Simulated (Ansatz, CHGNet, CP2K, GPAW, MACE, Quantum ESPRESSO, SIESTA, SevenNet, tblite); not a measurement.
**Pt(100)/Be(0001) interface (64 atoms): one structure in several programs**

Wanted: errors and costs of other methods on Pt(100)/Be(0001) interface (64 atoms). A plane-wave run serves as the reference.

Program: Ansatz 0.2.0. Level of theory: Kohn-Sham DFT, PBE, PAW, plane waves. Results are calculated unless marked as measured.

### 1. Starting point

The cell holds 64 atoms: 24 Pt and 40 Be. Its edges and angles: a = 7.883 Å, b = 6.126 Å, c = 15.503 Å, α = 90.0°, β = 90.0°, γ = 108.8°. Fcc Pt(100), 4 repeat layers, 6 surface cells, strained +0.45 and -1.26 %; hcp Be(0001), 2 layers, 10 cells, -0.45 and +1.29 %; outer planes 2.22 Å apart and 2.02 Å at the second interface of the periodic stack; not relaxed, displaced by a Gaussian of 0.02 Å. Then every atom was moved at random, 0.05 Å r.m.s. a Cartesian component. Regions: Pt, 24 atoms (24 Pt); Be, 40 atoms (40 Be). The structure's axis is c.

### 2. The reference run

The PAW files are the set soft_2.

The input, input.yaml:

```yaml
crystal:
  lattice:
    - [7.8835, 0.0, 0.0]
    - [-1.97134, 5.80046, 0.0]
    - [0.0, 0.0, 15.50256]
  atoms:
    - { symbol: Pt, position: [0.66991, 0.67824, 0.00058] }
    - { symbol: Pt, position: [0.59012, 0.32848, 0.12542] }
    - { symbol: Pt, position: [0.67055, 0.65972, 0.25555] }
    - { symbol: Pt, position: [0.587, 0.34071, 0.37278] }
    [... 54 atom lines left out ...]
    - { symbol: Be, position: [0.44637, 0.88798, 0.7553] }
    - { symbol: Be, position: [0.29779, 0.68288, 0.8589] }
    - { symbol: Be, position: [0.33716, 0.48977, 0.52431] }
    - { symbol: Be, position: [0.20351, 0.28644, 0.63449] }
    - { symbol: Be, position: [0.34483, 0.4844, 0.76004] }
    - { symbol: Be, position: [0.2008, 0.30513, 0.87138] }
kpoints:
  mp_grid: { grid: [1, 1, 1] }
hamiltonian:
  xc: pbe
scf:
  occupations: { method: fermi_dirac, width: 0.05 }
output:
  forces: true
  eigenvalues: true
  populations: true
  stress: true
```

The run is started by

```
$ ansatz run input.yaml --threads 4 --pin off --max-ram 8192MiB --backend cpu --events-out ev --progress --plain --runs-dir out
```

Numbers of over 12 decimals in the logs are rounded to 6 here.

Output:

```text
[...]
Pseudopotentials: kind: paw
Pseudopotential: Pt, paw, valence charge 18, recommended cutoff 420 eV (normal), Pt.paw.azcp
Pseudopotential: Be, paw, valence charge 2, recommended cutoff 420 eV (normal), Be.paw.azcp
[... 5 lines on functional and potentials left out ...]
Crystal: 64 atoms, lattice volume = 708.900 Å³
Basis set: ecut = 420 eV, 13839 PW (Γ), exchange–correlation on 108×90×216 points (8 copies of the dense FFT grid, shifted against one another)
Bands: 320, of which v1, the nominal top of the filled ones, is band 256 counted from 1 (255 counted from 0)
Symmetry: 1 space group operations
Space group: P1 (ITA 1), of the structure as read, at distance tolerance 8.9e-5 Å
k-points: 1
[... 5 lines on functional and potentials left out ...]
Initial density: superposition of atomic densities (neutral atoms: chi_scale 0, normalization atom), corrected by the library's trained network
Initial wavefunctions: pseudopotential atomic-orbital guess
[...]
SCF iter   1: F=—  HF=-304259.724906 eV  |F-HF|=—  |Δ(HF+E_count)|=         —  Δρ=2.49e-2  dr2=3.71e0  ethr=1.77e-3  ⟨swp⟩=7.0  Hψ=1399  notcnv=0  defer=32
preconditioner: auto → Kerker (q_TF=auto, 2.584 Å⁻¹)  [metal: Δε(μ)=0.041 eV  Ē_g=7.376 eV  σ=0.050 eV  W_gap=0.20  n_scr=214 (ndim 8)  ℏωp=24.9 eV  f_vac=0.000  D(μ)=51.29/eV (n_scr^D=568)]
[...]
SCF iter   9: F=—  HF=-304259.057515 eV  |F-HF|=—  |Δ(HF+E_count)|=   2.52e-7  Δρ=5.81e-6  dr2=4.55e-7  ethr=7.21e-10  ⟨swp⟩=2.0  Hψ=431  notcnv=0  defer=48
SCF iter  10: F=-304259.057515 eV  HF=-304259.057515 eV  |F-HF|=5.19e-8  |Δ(HF+E_count)|=   3.17e-8  Δρ=2.00e-6  dr2=6.03e-8  ethr=1.95e-11  ⟨swp⟩=11.0  Hψ=1452  notcnv=0
SCF 1 converged in 10 iterations: F = -304259.057515 eV  dr2 = 6.03e-8
[...]
SCF converged after 10 iterations
Free energy (F): -304259.057515 eV
Harris-Foulkes:  -304259.057515 eV  (|F-HF|=5.19e-8)
Internal energy: -304258.596736 eV  (E = F + TS)
E sigma→0 (E₀):  -304258.827125 eV
Entropy (-TS):   -0.460780 eV (-7.200 meV/atom)
Fermi energy:    15.177947 eV
--- Per-component energies (eV) ---
[...]
Σ components = -304259.057515   (vs F -304259.057515, Δ=0.00e0)
--- Forces (eV/Å), atoms counted from 1 ---
  atom   1  Pt    -0.37592596     0.03476720    -1.45605815
  atom   2  Pt    -0.56777023    -0.03869290     0.24819254
  atom   3  Pt    -0.46624570     1.62278428    -0.41741586
  atom   4  Pt    -0.63771149    -0.91490586     1.92988925
[...]
atom  64  Be    -0.27183305    -0.69333807     0.16818421
  max |Σ_I F_I| component: 1.26e-3 eV/Å
--- Stress (GPa, compression-positive) ---
       15.507472      12.393774      -1.157406
       12.393774      -0.165753       0.307517
       -1.157406       0.307517      -2.178786
  P = ⅓ Tr σ = 4.3876 GPa (43.876 kbar)
--- Band table (eV) ---
  k-point 0: bands = ["-83.3880", "-83.3575", "-83.2999", "-83.2899", [... 304 levels ...], "21.3092", "21.3363", "21.4464", "21.5694", "21.6906", "21.7745", "21.8034", "21.9813", "22.0829", "22.0911", "22.2094", "22.2650"]
--- Löwdin populations: 64 sites ---
  site symbol       q [e]
     0     Pt     18.1569
     1     Pt     17.8526
     2     Pt     17.8612
[...]
63     Be      1.1548
  spilling = 0.057816 (of n_electrons = 512.000000)
```

The job ended after 11 s (4 threads of Arm Neoverse V1, shared host; peak memory 1 GiB).

In the SCF lines HF is the Harris–Foulkes energy and dr2 the Hartree energy of the density residual, in eV; the loop may stop once dr2 is under the threshold and the program's other checks hold. Hψ counts applications of the Hamiltonian.

Read from the output:

* free energy: -304259.0575 eV
* free energy per atom: -4754.0478 eV/atom
* SCF cycles: 10
* pressure: 4.388 GPa
* r.m.s. force component: 0.773 eV/Å
* longest force: 2.886 eV/Å
* Fermi energy: 15.18 eV
* levels partly filled by over 2 per cent: 12
* spilling of the projection: 0.05782

Length of the force by element:

```
element  coordination  atoms  mean length of the force (eV/Å)  spread  least  most
     Be           all     40                            0.975   0.452  0.181  2.20
     Pt           all     24                             1.58   0.596  0.621  2.89
```

By region:

```
region  atoms  mean length of the force (eV/Å)
    Pt     24                             1.58
    Be     40                            0.975
```

The levels nearest the highest filled one (over half full), pooled over k-points and spins:

```
level less the highest filled one (eV)  occupation
                                -0.172        1.95
                                -0.161        1.93
                                -0.146        1.91
                               -0.0756        1.68
                               -0.0359        1.41
                                     0        1.07
                                0.0092       0.979
                                0.0726       0.425
                                0.0856       0.344
                                 0.126       0.171
                                 0.164       0.084
                                 0.196       0.045
```

The run ends at a pressure of 4.39 GPa, with forces up to 2.9 eV/Å.

### 3. Local order

Density 11.8 g/cm³, 11.08 Å³ an atom.

g(r), total and by pair (bins of 0.2 Å):

```
r (Å)  total  Be-Be  Be-Pt  Pt-Pt
 2.00   0.29   0.74   0.00   0.00
 2.20   3.67   9.03   0.29   0.00
 2.40   2.13   4.72   0.61   0.00
 2.60   0.50   0.06   0.22   2.65
 2.80   1.90   0.00   0.37  12.24
 3.00   0.39   0.56   0.23   0.45
 3.20   0.99   2.08   0.37   0.00
 3.40   0.34   0.65   0.17   0.00
 3.60   0.35   0.41   0.39   0.07
 3.80   1.22   2.11   0.37   1.59
 4.00   2.34   4.73   0.40   2.17
 4.20   1.06   1.84   0.73   0.00
 4.40   0.58   0.75   0.62   0.00
 4.60   1.03   1.52   0.55   1.31
 4.80   1.16   0.23   0.50   5.95
 5.00   0.96   1.26   0.72   0.92
 5.20   0.92   1.69   0.55   0.00
 5.40   0.91   1.31   0.57   0.90
 5.60   1.00   1.06   0.62   2.12
 5.80   0.80   1.33   0.59   0.06
 6.00   1.54   2.64   0.81   0.96
 6.20   1.57   1.63   0.90   3.62
 6.40   0.69   0.47   0.98   0.34
 6.60   0.40   0.06   0.76   0.11
 6.80   0.97   1.00   0.97   0.85
 7.00   1.17   2.02   0.79   0.06
 7.20   1.23   1.48   0.78   1.98
 7.40   1.08   0.64   0.82   3.19
```

### 4. The ladder

The programs:
- CHGNet: machine-learned potential, published weights.
- CP2K 2026.2: Gaussian basis with GTH pseudopotentials and a plane-wave density; labels give functional, basis (MOLOPT sets; SR short-range, UZH the newer set with its own potentials), grid cutoff/relative cutoff and solver (OT: orbital transformation; TRS4, TC2, SIGN: linear-scaling purification with its sparsity filter), or its built-in tight binding.
- GPAW 26.7.0: PAW with atomic orbitals (LCAO), plane waves or a real-space grid of spacing h.
- MACE: machine-learned potential, published weights.
- Quantum ESPRESSO 7.5: plane waves; labels (QE) give functional, pseudopotential set and cutoffs of waves/density.
- SevenNet: machine-learned potential, published weights.
- tblite 0.8.0: extended tight binding, driven from Python.

All use the same cell and atoms; the electronic-structure runs use the same k-mesh, and an electronic temperature of 580 K (0.05 eV) where levels are smeared.

Differences are against the plane-wave reference, forces as r.m.s. over components; share is that over the reference's r.m.s. force, slope the least-squares factor from reference forces to these. Total energies of different programs have different zeros and aren't compared.

```
                                                         run  Δ force, r.m.s. (meV/Å)  share (%)  slope  Δ pressure (GPa)  cores  CPU time  memory (GiB)
                                                   reference                        -          -      -                 -      4      32 s           1.0
                                     CHGNet r2SCAN potential                      410       53.0  0.574             -5.08      1     3.4 s           1.4
              CP2K PBE, DZVP-UZH, 600/50 Ry, diagonalisation                      127       16.4  0.960            -0.682      4    29 min           4.5
CP2K PBE, SZV-MOLOPT-SR, 600/50 Ry, diagonalisation (coarse)                     1446        187  0.881              84.7      2   7.9 min           2.0
                                 GPAW PBE, LCAO dzp, h 0.2 Å                      116       15.0  1.108                 -      1   9.2 min           1.1
                       GPAW PBE, LCAO dzp, h 0.22 Å (coarse)                      116       15.1  1.108                 -      1     8 min          0.99
                                 MACE MPA-0 medium potential                      352       45.5  0.876             -3.80      1     7.5 s           1.1
                        QE PBE, sg15-1.2, 60/240 Ry (coarse)                     10.5       1.35  1.009             0.113      4     6 min           1.2
                    QE PBE, sssp-1.3.0-efficiency, 45/360 Ry                     10.2       1.32  1.000            -0.349      2   4.5 min           1.5
                                     SevenNet l3i5 potential                      404       52.2  0.968              3.78      1     9.4 s           1.5
                                             tblite GFN1-xTB                      325       42.1  0.796              23.0      1     4.6 s          0.12
```

Rows marked coarse were listed beforehand as settings not expected to be converged; some can still land near the reference.

Times of the machine-learned potentials are mostly Python's start and the loading of weights.

CPU time is summed over cores on a shared host, where runs went side by side, so it is rough. Symmetry, cutoffs, thresholds, outputs and thread counts weren't matched or tuned between programs; memory under MPI is the largest rank's times the ranks.

Runs without a result: CP2K GFN1-xTB, diagonalisation (not converged, the SCF not settling); SIESTA PBE, DZP, shift 0.01 Ry, mesh 300 Ry (stopped at the start: Generation of polarization orbital failed Stopping Program from Node:    0); SIESTA BLYP, PBE potentials, DZP, shift 0.01 Ry, mesh 300 Ry (stopped at the start: Generation of polarization orbital failed Stopping Program from Node:    0).

Mean charges by element (e), by run and scheme:

```
                                           run     scheme     Pt     Be
CP2K PBE, DZVP-UZH, 600/50 Ry, diagonalisation   Mulliken  -0.06  +0.03
CP2K PBE, DZVP-UZH, 600/50 Ry, diagonalisation  Hirshfeld  +0.04  -0.02
                               tblite GFN1-xTB   Mulliken  -0.11  +0.06
```

Within one program, basis, potentials and functional, energies share a zero. Each run against its twin at the usual cutoff or grid and solver:

```
                         run               twin  Δ energy (meV/atom)  Δ force, r.m.s. (meV/Å)  CPU time over the twin's
GPAW PBE, LCAO dzp, h 0.22 Å  LCAO dzp, h 0.2 Å                 4.85                     4.13                      0.87
```

A second geometry, displaced anew (every atom was moved at random, 0.04 Å r.m.s. a Cartesian component), gives an energy difference that all programs can be tested on. The reference puts it at -13.94 meV/atom.

```
                                                run  energy less the first geometry's (meV/atom)  error (meV/atom)  force share at the second geometry (%)
                        GPAW PBE, LCAO dzp, h 0.2 Å                                       -17.17             -3.23                                    15.8
           QE PBE, sssp-1.3.0-efficiency, 45/360 Ry                                        -14.3            -0.363                                    1.45
                                    tblite GFN1-xTB                                       -11.11              2.83                                    54.7
                        MACE MPA-0 medium potential                                       -11.30              2.64                                    43.5
                            SevenNet l3i5 potential                                       -13.91            0.0304                                    52.6
     CP2K PBE, DZVP-UZH, 600/50 Ry, diagonalisation                                       -11.05              2.89                                    18.8
                            CHGNet r2SCAN potential                                       -6.886              7.05                                    53.2
CP2K PBE, SZV-MOLOPT-SR, 600/50 Ry, diagonalisation                                       -66.78             -52.8                                     214
                        QE PBE, sg15-1.2, 60/240 Ry                                       -13.97           -0.0353                                    1.48
                       GPAW PBE, LCAO dzp, h 0.22 Å                                       -17.13             -3.19                                    15.7
```

### 5. Summary of results

```
reference r.m.s. force component                       : 0.773 eV/Å
nearest in forces                                      : QE PBE, sssp-1.3.0-efficiency, 45/360 Ry, 1.3 %
farthest in forces                                     : CP2K PBE, SZV-MOLOPT-SR, 600/50 Ry, diagonalisation (coarse), 187 %
cheapest electronic-structure run beside the reference : tblite GFN1-xTB, 4.6 s of CPU time
```

What this shows: PBE on plane waves or a grid with other potentials, cutoffs or grids, coarse settings apart, differs from the reference by 1.3 % (QE PBE, sssp-1.3.0-efficiency, 45/360 Ry) of the r.m.s. force; this holds the reference's own error, so differences of a few per cent don't tell which side is nearer the exact PBE result (QE's 45 Ry are 612 eV, against the reference's 420 eV). The PBE runs in local orbitals, coarse settings apart, differ by 15 % (GPAW PBE, LCAO dzp, h 0.2 Å) to 16 % (CP2K PBE, DZVP-UZH, 600/50 Ry, diagonalisation); basis, grid and potentials can all enter. Tight binding differs by 42 % (tblite GFN1-xTB); it is another model, with fitted parameters of its own, and the xTB methods hold dispersion. Machine-learned potentials differ by 46 % (MACE MPA-0 medium potential) to 53 % (CHGNet r2SCAN potential); they were trained on other programs' data, some at another functional. The reference samples few k-points for this cell, and its sampling error, which other DFT runs on the same mesh share, can be part of so large a difference. Runs with settings chosen to be coarse differ by 1.4 % (QE PBE, sg15-1.2, 60/240 Ry) to 187 % (CP2K PBE, SZV-MOLOPT-SR, 600/50 Ry, diagonalisation), their programs' other errors included. One electronic-structure run takes under half the reference's CPU time: tblite GFN1-xTB, at 42 % in 4.6 s against 32 s; its pressure misses by +23.0 GPa. GPAW PBE, LCAO dzp, h 0.22 Å stiffens the forces by a factor of 1.11 while following their directions (correlation 0.996); the slopes of the 2 GPAW runs lie between 1.11 and 1.11. In pressure, CP2K PBE, SZV-MOLOPT-SR, 600/50 Ry, diagonalisation misses by +84.7 GPa, at the same functional. Charges hang on model, scheme and program or settings: among these rows the mean for Pt runs from -0.11 to +0.04 e. The energy difference between the two geometries, -13.9 meV/atom in the reference, is met best by SevenNet l3i5 potential (+0.0304) and QE PBE, sg15-1.2, 60/240 Ry (coarse) (-0.0353) and worst by CP2K PBE, SZV-MOLOPT-SR, 600/50 Ry, diagonalisation (coarse) (-52.8). In the reference: 12 levels are partly filled, by over 2 % (at Γ alone), as in a metal. Periodic xTB results under one method name differ between programs and library versions. The potentials hold different valence shells: 512 electrons in the reference, 464 in GPAW, 544 in Quantum ESPRESSO with SSSP, 592 in CP2K with SZV-MOLOPT-SR and 592 in Quantum ESPRESSO with SG15; this bears on time and differences. Machine-learned potentials mimic data converged in k, so the reference's own k-point error enters their differences. The cell is under 6 Å thick along one periodic direction, so every atom has periodic images of itself close by, which move with it and show among its neighbours and in g(r). The reference's stress is far from hydrostatic: its diagonal is 15.5, -0.2, -2.2 GPa, compression counted positive. The host structure and its lattice constant were typed by rule, without a check against the phase diagram. The reference's pressure of 4.4 GPa belongs to a cell and atoms that aren't relaxed at this level. The electronic-structure runs sample only Γ, in a cell whose shortest periodic width is 6 Å, which is coarse for a cell with partly filled levels. Spin–orbit coupling is left out, which matters for the levels of the heavy elements.

[Also dropped from logs without a mark: logging warnings of Python, and SIESTA's first energy breakdown and zero terms.]

[Logs are printed without paths, hosts, clocks, repeated set-up lines and the standing remarks that a program may print on its own settings, such as how far it seeks lower states.]

[Hosts, paths, dates, database ids (printed as entryN), source tags and the programs' standing remarks are cut or masked in the printed files.]
